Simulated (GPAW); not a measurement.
## Screening of a field by NbSi2P4 monolayer

How does NbSi2P4 monolayer screen a perpendicular field?

Calculated with GPAW 26.7.0; GPAW, PAW setups; layer in a repeated cell with vacuum, relaxation of atoms and in-plane cell, in the first sound run; inputs show where later runs differ.

## Step 1: The structure

The cell holds 7 atoms: 4 P, 2 Si and 1 Nb. Cell: a = 3.480 Å, b = 3.480 Å, c = 26.571 Å, α = 90.0°, β = 90.0°, γ = 120.0°. Vacuum lies along c.

## Step 2: Relaxing the atoms

The atoms are relaxed first, since the surface dipole, and with it the work function, follows the positions of the outer layers.

run.py

```python
import json
import numpy as np
from ase import Atoms
from ase.filters import FrechetCellFilter
from ase.optimize import BFGS
from gpaw import GPAW, PW

slab = Atoms(
    ['P', 'Si', 'P', 'Nb', 'P', 'Si', 'P'],
    positions=[
        [0.00000, 0.00000, 9.00000],
        [-0.00000, 2.00918, 9.64444],
        [-0.00000, 2.00918, 11.75444],
        [0.00000, 0.00000, 13.28541],
        [-0.00000, 2.00918, 14.81638],
        [-0.00000, 2.00918, 16.92638],
        [0.00000, 0.00000, 17.57082]],
    cell=[[3.48, 0.0, 0.0], [-1.74, 3.01377, 0.0], [0.0, 0.0, 26.5708]],
    pbc=[True, True, True],
    magmoms=[0.0, 0.0, 0.0, 1.0, 0.0, 0.0, 0.0])

slab.calc = GPAW(mode=PW(600), xc='PBE', kpts={'size': (9, 9, 1), 'gamma': True},
                 occupations={'name': 'fermi-dirac', 'width': 0.05}, nbands='200%',
                 convergence={'density': 1e-05}, maxiter=200,
                 symmetry={'tolerance': 1e-3}, txt='slab.txt')
result = {}
# The in-plane cell is free; stress needs a cell that repeats along all three vectors
path = []
opt = BFGS(FrechetCellFilter(slab, mask=[1, 1, 0, 0, 0, 1]), maxstep=0.2)
opt.attach(lambda: path.append((slab.get_potential_energy(), slab.positions.tolist(), slab.get_forces().tolist())))
result['relaxed'] = bool(opt.run(fmax=0.02, steps=45))
result['path'] = path
result['cell'] = slab.cell.tolist()
print('in-plane lattice', slab.cell.cellpar().round(4)[[0, 1, 5]])
energy = slab.get_potential_energy()
fermi = slab.calc.get_fermi_level()
v = slab.calc.get_electrostatic_potential().mean((0, 1)) - fermi
n = slab.calc.get_pseudo_density().mean((0, 1))
L = slab.cell[2, 2]
z = np.arange(len(v)) * L / len(v)
low, high = slab.positions[:, 2].min(), slab.positions[:, 2].max()
below, above = np.interp([low - 6.8, high + 6.8], z, v)
slopes = [np.interp(x, z, np.gradient(v, z)) for x in (low - 6.8, high + 6.8)]
eps = np.array([[slab.calc.get_eigenvalues(k, s) for k in range(len(slab.calc.get_ibz_k_points()))]
                for s in range(slab.calc.get_number_of_spins())]) - fermi
top, bottom = eps[eps < 0].max(), eps[eps > 0].min()
dipole = slab.get_dipole_moment()[2]
print(f'energy {energy:.4f} eV, Fermi level {fermi:.4f} eV, dipole {dipole:.5f} e A')
print(f'potential 6.8 A off the faces, from the Fermi level: lower {below:.4f} eV, upper {above:.4f} eV')
print(f'slope of the potential there: lower {slopes[0]:.5f}, upper {slopes[1]:.5f} eV/A')
print(f'nearest levels on the mesh: {top:.4f} and {bottom:.4f} eV')
print('magnetic moment', round(slab.get_magnetic_moment(), 3))
result.update(energy=energy, fermi=fermi, dipole=dipole, below=below, above=above, slopes=slopes, edges=[top, bottom],
              z=z.tolist(), v=v.tolist(), n=n.tolist(), positions=slab.positions.tolist(),
              forces=slab.get_forces(apply_constraint=False).tolist(), moments=slab.get_magnetic_moments().tolist())
json.dump(result, open('result.json', 'w'))
```

Run with:

```
> OMP_NUM_THREADS=1 OPENBLAS_NUM_THREADS=1 python run.py
```

The log of the run:

```text
Step          Energy          fmax
BFGS:    0      -42.959228        3.701758
BFGS:    1      -43.583723        3.160240
BFGS:    2      -44.639012        0.695050
BFGS:    3      -44.670490        0.700133
BFGS:    4      -44.851558        0.305180
BFGS:    5      -44.864491        0.258396
BFGS:    6      -44.868610        0.264874
BFGS:    7      -44.875286        0.245055
BFGS:    8      -44.886493        0.216108
BFGS:    9      -44.897563        0.187191
BFGS:   10      -44.902491        0.077343
BFGS:   11      -44.903205        0.011453
in-plane lattice [  3.5298   3.5298 120.    ]
energy -44.8903 eV, Fermi level -0.0086 eV, dipole 0.00038 e A
potential 6.8 A off the faces, from the Fermi level: lower 5.4709 eV, upper 5.4701 eV
slope of the potential there: lower 0.00027, upper 0.00020 eV/A
nearest levels on the mesh: -0.0790 and 0.0009 eV
magnetic moment -0.0
```

Elapsed: 37 min, on 1 thread of Intel Xeon Platinum 8559C (Emerald Rapids), shared host; peak memory 0.74 GiB.

Numbers from this step:

```yaml
dipole_along_the_normal: 3.78e-4 e·Å
levels_nearest_the_fermi_level_on_the_mesh: -0.07900, 9.45e-4 eV from the Fermi level
sum_of_the_site_moments: 0 μB
```

The electrostatic potential energy of an electron (without an applied field's), less the Fermi level, planar mean oscillates, so the rows of the table below give means over windows of 1.66 Å about each position, cut where the curve ends. Its maxima inside the range that stand out by 2 % of the span (Å: eV): 9.1: -10.9, 10.7: 2.05, 12.5: -5.45, 14.1: -5.45, 15.9: 2.05, 17.5: -10.9. Its minima: 8.6: -14.1, 9.5: -12.4, 11.8: -11.9, 13.3: -17.6, 14.8: -11.9, 17.1: -12.4, 18.0: -14.1.

The electrostatic potential energy of an electron (without an applied field's), less the Fermi level, planar mean by z; means over each step:

```csv
z (Å),"electrostatic potential energy of an electron (without an applied field's), less the Fermi level, planar mean (eV)"
0.83,5.47
2.49,5.47
4.15,5.47
5.81,5.44
7.47,1.42
9.13,-11.5
10.79,-1.45
12.45,-10.2
14.11,-10.2
15.77,-1.45
17.43,-11.5
19.09,1.31
20.75,5.43
22.41,5.47
24.07,5.47
25.73,5.47
```

Pseudo valence density, planar mean against z:

```csv
z (Å),"pseudo valence density, planar mean (e/Å³)"
5.0,7.1e-5
5.5,3.1e-4
6.0,0.00134
6.5,0.00581
7.0,0.0249
7.5,0.0960
8.0,0.241
8.5,0.298
9.0,0.411
9.5,0.262
10.0,0.183
10.5,0.146
11.0,0.187
11.5,0.262
12.0,0.326
12.5,0.417
13.0,0.844
13.5,0.947
14.0,0.438
14.5,0.346
15.0,0.263
15.5,0.200
16.0,0.146
16.5,0.176
17.0,0.242
17.5,0.403
18.0,0.316
18.5,0.256
19.0,0.114
19.5,0.0308
20.0,0.00724
20.5,0.00167
21.0,3.8e-4
21.5,8.8e-5
```

The relaxation lowered the energy of the cell by 1.94 eV (energies extrapolated to zero smearing; the optimiser's log prints free energies). The largest force left on a free atom is 0.011 eV/Å.

## Step 3: Plane waves, PBE

With the geometry fixed, the planar mean of the potential gives the vacuum level on each side.

This step: GPAW, PAW setups; slab in vacuum (GPAW 26.7.0).

The cell differs from the one that the last finished run ended in (c 26.571 → 27.517 Å).

run.py

```python
import json
import numpy as np
from ase import Atoms
from gpaw import GPAW, PW

slab = Atoms(
    ['P', 'Si', 'P', 'Nb', 'P', 'Si', 'P'],
    positions=[
        [0.00000, -0.00000, 9.00000],
        [0.00000, 2.03793, 10.00908],
        [0.00000, 2.03793, 12.27409],
        [0.00000, -0.00000, 13.75855],
        [-0.00000, 2.03793, 15.24301],
        [0.00000, 2.03793, 17.50803],
        [-0.00000, -0.00000, 18.51711]],
    cell=[[3.52979, -0.0, 0.0], [-1.7649, 3.05689, 0.0], [0.0, 0.0, 27.5171]],
    pbc=[True, True, False],
    magmoms=[0.0, 0.0, 0.0, 1.0, 0.0, 0.0, 0.0])

slab.calc = GPAW(mode=PW(400), xc='PBE', kpts={'size': (9, 9, 1), 'gamma': True},
                 occupations={'name': 'fermi-dirac', 'width': 0.05}, nbands='200%',
                 convergence={'density': 1e-05}, maxiter=200,
                 poissonsolver={'dipolelayer': 'xy'},
                 symmetry={'tolerance': 1e-3}, txt='slab.txt')
result = {}
energy = slab.get_potential_energy()
fermi = slab.calc.get_fermi_level()
v = slab.calc.get_electrostatic_potential().mean((0, 1)) - fermi
n = slab.calc.get_pseudo_density().mean((0, 1))
L = slab.cell[2, 2]
z = np.arange(len(v)) * L / len(v)
low, high = slab.positions[:, 2].min(), slab.positions[:, 2].max()
below, above = np.interp([low - 6.8, high + 6.8], z, v)
slopes = [np.interp(x, z, np.gradient(v, z)) for x in (low - 6.8, high + 6.8)]
eps = np.array([[slab.calc.get_eigenvalues(k, s) for k in range(len(slab.calc.get_ibz_k_points()))]
                for s in range(slab.calc.get_number_of_spins())]) - fermi
top, bottom = eps[eps < 0].max(), eps[eps > 0].min()
dipole = slab.get_dipole_moment()[2]
print(f'energy {energy:.4f} eV, Fermi level {fermi:.4f} eV, dipole {dipole:.5f} e A')
print(f'potential 6.8 A off the faces, from the Fermi level: lower {below:.4f} eV, upper {above:.4f} eV')
print(f'slope of the potential there: lower {slopes[0]:.5f}, upper {slopes[1]:.5f} eV/A')
print(f'nearest levels on the mesh: {top:.4f} and {bottom:.4f} eV')
print('magnetic moment', round(slab.get_magnetic_moment(), 3))
result.update(energy=energy, fermi=fermi, dipole=dipole, below=below, above=above, slopes=slopes, edges=[top, bottom],
              z=z.tolist(), v=v.tolist(), n=n.tolist(), positions=slab.positions.tolist(),
              forces=slab.get_forces(apply_constraint=False).tolist(), moments=slab.get_magnetic_moments().tolist())
json.dump(result, open('result.json', 'w'))
```

The log of the run:

```text
energy -44.8709 eV, Fermi level -0.1965 eV, dipole 0.00009 e A
potential 6.8 A off the faces, from the Fermi level: lower 5.4716 eV, upper 5.4699 eV
slope of the potential there: lower 0.00004, upper -0.00004 eV/A
nearest levels on the mesh: -0.0789 and 0.0008 eV
magnetic moment 0.0
```

Run time: 2.5 min. Hardware: 1 thread; peak memory 0.35 GiB.

This step gave:

- dipole along the normal: 9.16e-5 e·Å
- levels nearest the Fermi level on the mesh: -0.07894, 8.49e-4 eV from the Fermi level
- upper work function: 5.470 eV
- lower work function: 5.472 eV

The electrostatic potential energy of an electron (without an applied field's), less the Fermi level, planar mean oscillates, so the rows of the table below give means over windows of 1.72 Å about each position, cut where the curve ends. Its maxima inside the range that stand out by 2 % of the span (Å: eV): 9.6: -10.8, 11.2: 2.04, 12.9: -5.45, 14.6: -5.45, 16.3: 2.04, 18.0: -10.8. Its minima: 9.0: -14.2, 9.9: -12.3, 12.3: -11.9, 13.8: -17.6, 15.3: -11.9, 17.6: -12.3, 18.5: -14.2.

Table of electrostatic potential energy of an electron (without an applied field's), less the Fermi level, planar mean by z; means over each step:

```csv
z (Å),"electrostatic potential energy of an electron (without an applied field's), less the Fermi level, planar mean (eV)"
0.86,5.47
2.58,5.47
4.30,5.47
6.02,5.45
7.74,2.91
9.46,-11.5
11.18,-1.53
12.90,-10.2
14.62,-10.2
16.34,-1.53
18.06,-11.5
19.78,2.93
21.50,5.45
23.22,5.47
24.94,5.47
26.66,5.47
```

Table of pseudo valence density, planar mean by z:

z (Å), pseudo valence density, planar mean (e/Å³) and a bar:
```
        5       0.00 
        6       0.00 
        7       0.01 
        8       0.10 ###
        9       0.30 ##########
       10       0.26 ########
       11       0.15 #####
       12       0.26 #########
       13       0.43 ##############
       14       0.91 ##############################
       15       0.34 ###########
       16       0.20 ######
       17       0.18 ######
       18       0.40 #############
       19       0.25 ########
       20       0.03 #
       21       0.00 
       22       0.00
```

The potential is flat to 4.3e-5 eV/Å where it is read, so the vacuum is wide enough.

## Step 4: In a field

A uniform field along the normal polarises the slab; the atoms stay fixed, so this is the electronic response alone.

run.py, as its differences from that of step 3:

```diff
@@ -4,2 +4,3 @@
 from gpaw import GPAW, PW
+from gpaw.external import ConstantElectricField
 
@@ -23,2 +24,3 @@
                  poissonsolver={'dipolelayer': 'xy'},
+                 external=ConstantElectricField(-0.2, [0, 0, 1]),
                  symmetry={'tolerance': 1e-3}, txt='slab.txt')
```

The log of the run:

```text
energy -44.8846 eV, Fermi level -0.1977 eV, dipole -0.13721 e A
potential 6.8 A off the faces, from the Fermi level: lower 4.3228 eV, upper 6.6237 eV
slope of the potential there: lower 0.00004, upper -0.00004 eV/A
nearest levels on the mesh: -0.0791 and 0.0008 eV
magnetic moment -0.0
```

Elapsed: 8.7 min, on 1 thread; peak memory 0.63 GiB.

Numbers from this step:

```
dipole along the normal                                         : -0.1372 e·Å
levels nearest the Fermi level on the mesh                      : -0.07906, 8.08e-4 eV from the Fermi level
potential below the slab, the applied field's own ramp left out : 4.323 eV from the Fermi level
potential above the slab, the applied field's own ramp left out : 6.624 eV from the Fermi level
```

The electrostatic potential energy of an electron (without an applied field's), less the Fermi level, planar mean oscillates, so the rows of the table below give means over windows of 1.72 Å about each position, cut where the curve ends. Its maxima inside the range that stand out by 2 % of the span (Å: eV): 9.6: -11.6, 11.2: 1.54, 12.9: -5.61, 14.6: -5.28, 16.3: 2.54, 18.0: -10.0, 23.5: 6.62. Its minima: 9.0: -15.1, 9.9: -13.0, 12.3: -12.2, 13.8: -17.6, 15.3: -11.6, 17.6: -11.6, 18.5: -13.3.

Electrostatic potential energy of an electron (without an applied field's), less the Fermi level, planar mean against z; means over each step:

```csv
z (Å),"electrostatic potential energy of an electron (without an applied field's), less the Fermi level, planar mean (eV)"
0.86,4.45
2.58,4.32
4.30,4.32
6.02,4.31
7.74,1.82
9.46,-12.3
11.18,-2.02
12.90,-10.4
14.62,-10.0
16.34,-1.03
18.06,-10.7
19.78,4.02
21.50,6.60
23.22,6.62
24.94,6.62
26.66,6.55
```

The dipole is now -0.137 e Å, against 9.2e-5 in the run without a field.

## Step 5: In a field

run.py, as its differences from that of step 4:

```diff
@@ -24,3 +24,3 @@
                  poissonsolver={'dipolelayer': 'xy'},
-                 external=ConstantElectricField(-0.2, [0, 0, 1]),
+                 external=ConstantElectricField(-0.1, [0, 0, 1]),
                  symmetry={'tolerance': 1e-3}, txt='slab.txt')
```

The log of the run:

```text
energy -44.8744 eV, Fermi level -0.1968 eV, dipole -0.06860 e A
potential 6.8 A off the faces, from the Fermi level: lower 4.8961 eV, upper 6.0466 eV
slope of the potential there: lower 0.00004, upper -0.00004 eV/A
nearest levels on the mesh: -0.0790 and 0.0009 eV
magnetic moment -0.0
```

Wall time 9.7 min (1 thread); peak memory 0.63 GiB.

Numbers from this step:

```yaml
dipole_along_the_normal: -0.06860 e·Å
levels_nearest_the_fermi_level_on_the_mesh: -0.07903, 8.84e-4 eV from the Fermi level
potential_below_the_slab_the_applied_field_s_own_ramp_left_out: 4.896 eV from the Fermi level
potential_above_the_slab_the_applied_field_s_own_ramp_left_out: 6.047 eV from the Fermi level
```

The electrostatic potential energy of an electron (without an applied field's), less the Fermi level, planar mean oscillates, so the rows of the table below give means over windows of 1.72 Å about each position, cut where the curve ends. Its maxima inside the range that stand out by 2 % of the span (Å: eV): 9.6: -11.2, 11.2: 1.79, 12.9: -5.53, 14.6: -5.36, 16.3: 2.29, 18.0: -10.4. Its minima: 9.0: -14.6, 9.9: -12.7, 12.3: -12.0, 13.8: -17.6, 15.3: -11.7, 17.6: -11.9, 18.5: -13.7.

The electrostatic potential energy of an electron (without an applied field's), less the Fermi level, planar mean by z; means over each step:

z (Å), electrostatic potential energy of an electron (without an applied field's), less the Fermi level, planar mean (eV) and a bar from the least value:
```
     0.86        5.0 ############################
     2.58        4.9 ############################
     4.30        4.9 ############################
     6.02        4.9 ############################
     7.74        2.4 ########################
     9.46      -11.9 
    11.18       -1.8 #################
    12.90      -10.3 ###
    14.62      -10.1 ###
    16.34       -1.3 ##################
    18.06      -11.1 #
    19.78        3.5 ##########################
    21.50        6.0 ##############################
    23.22        6.0 ##############################
    24.94        6.0 ##############################
    26.66        6.0 ##############################
```

The dipole is now -0.0686 e Å, against 9.2e-5 in the run without a field.

## Step 6: Field on

run.py, as its differences from that of step 5:

```diff
@@ -24,3 +24,3 @@
                  poissonsolver={'dipolelayer': 'xy'},
-                 external=ConstantElectricField(-0.1, [0, 0, 1]),
+                 external=ConstantElectricField(-0.05, [0, 0, 1]),
                  symmetry={'tolerance': 1e-3}, txt='slab.txt')
```

The log of the run:

```text
energy -44.8718 eV, Fermi level -0.1965 eV, dipole -0.03430 e A
potential 6.8 A off the faces, from the Fermi level: lower 5.1833 eV, upper 5.7585 eV
slope of the potential there: lower 0.00004, upper -0.00004 eV/A
nearest levels on the mesh: -0.0790 and 0.0009 eV
magnetic moment -0.0
```

Wall time 11 min (1 thread); peak memory 0.63 GiB.

The electrostatic potential energy of an electron (without an applied field's), less the Fermi level, planar mean oscillates, so the rows of the table below give means over windows of 1.72 Å about each position, cut where the curve ends. Its maxima inside the range that stand out by 2 % of the span (Å: eV): 9.6: -11.0, 11.2: 1.92, 12.9: -5.49, 14.6: -5.41, 16.3: 2.17, 18.0: -10.6. Its minima: 9.0: -14.4, 9.9: -12.5, 12.3: -11.9, 13.8: -17.6, 15.3: -11.8, 17.6: -12.1, 18.5: -13.9.

The electrostatic potential energy of an electron (without an applied field's), less the Fermi level, planar mean by z; means over each step:

```csv
z (Å),"electrostatic potential energy of an electron (without an applied field's), less the Fermi level, planar mean (eV)"
0.86,5.21
2.58,5.18
4.30,5.18
6.02,5.17
7.74,2.64
9.46,-11.7
11.18,-1.65
12.90,-10.2
14.62,-10.1
16.34,-1.40
18.06,-11.3
19.78,3.20
21.50,5.74
23.22,5.76
24.94,5.76
26.66,5.74
```

## Step 7: In a field

run.py, as its differences from that of step 6:

```diff
@@ -24,3 +24,3 @@
                  poissonsolver={'dipolelayer': 'xy'},
-                 external=ConstantElectricField(-0.05, [0, 0, 1]),
+                 external=ConstantElectricField(0.05, [0, 0, 1]),
                  symmetry={'tolerance': 1e-3}, txt='slab.txt')
```

The log of the run:

```text
energy -44.8718 eV, Fermi level -0.1965 eV, dipole 0.03430 e A
potential 6.8 A off the faces, from the Fermi level: lower 5.7585 eV, upper 5.1833 eV
slope of the potential there: lower 0.00004, upper -0.00004 eV/A
nearest levels on the mesh: -0.0790 and 0.0009 eV
magnetic moment -0.0
```

Elapsed: 10 min, on 1 thread; peak memory 0.63 GiB.

## Step 8: In a field

run.py, as its differences from that of step 7:

```diff
@@ -24,3 +24,3 @@
                  poissonsolver={'dipolelayer': 'xy'},
-                 external=ConstantElectricField(0.05, [0, 0, 1]),
+                 external=ConstantElectricField(0.1, [0, 0, 1]),
                  symmetry={'tolerance': 1e-3}, txt='slab.txt')
```

The log of the run:

```text
energy -44.8744 eV, Fermi level -0.1968 eV, dipole 0.06861 e A
potential 6.8 A off the faces, from the Fermi level: lower 6.0467 eV, upper 4.8961 eV
slope of the potential there: lower 0.00004, upper -0.00004 eV/A
nearest levels on the mesh: -0.0790 and 0.0009 eV
magnetic moment -0.0
```

The job ended after 9.7 min (1 thread; peak memory 0.63 GiB).

The electrostatic potential energy of an electron (without an applied field's), less the Fermi level, planar mean oscillates, so the rows of the table below give means over windows of 1.72 Å about each position, cut where the curve ends. Its maxima inside the range that stand out by 2 % of the span (Å: eV): 4.2: 6.05, 9.6: -10.4, 11.2: 2.29, 12.9: -5.36, 14.6: -5.53, 16.3: 1.79, 18.0: -11.2. Its minima: 9.0: -13.7, 9.9: -11.9, 12.3: -11.7, 13.8: -17.6, 15.3: -12.0, 17.6: -12.7, 18.5: -14.6.

Electrostatic potential energy of an electron (without an applied field's), less the Fermi level, planar mean against z; means over each step:

z (Å), electrostatic potential energy of an electron (without an applied field's), less the Fermi level, planar mean (eV) and a bar from the least value:
```
     0.86        6.0 ##############################
     2.58        6.0 ##############################
     4.30        6.0 ##############################
     6.02        6.0 ##############################
     7.74        3.5 ##########################
     9.46      -11.1 #
    11.18       -1.3 ##################
    12.90      -10.1 ###
    14.62      -10.3 ###
    16.34       -1.8 #################
    18.06      -11.9 
    19.78        2.4 ########################
    21.50        4.9 ############################
    23.22        4.9 ############################
    24.94        4.9 ############################
    26.66        4.9 ############################
```

The dipole is now 0.0686 e Å, against 9.2e-5 in the run without a field.

(Part 1 of 2 ends here.)

[Logs are printed without paths, hosts, clocks, repeated set-up lines and the standing remarks that a program may print on its own settings, such as how far it seeks lower states.]

[Hosts, paths, dates, database ids (printed as entryN), source tags and the programs' standing remarks are cut or masked in the printed files.]
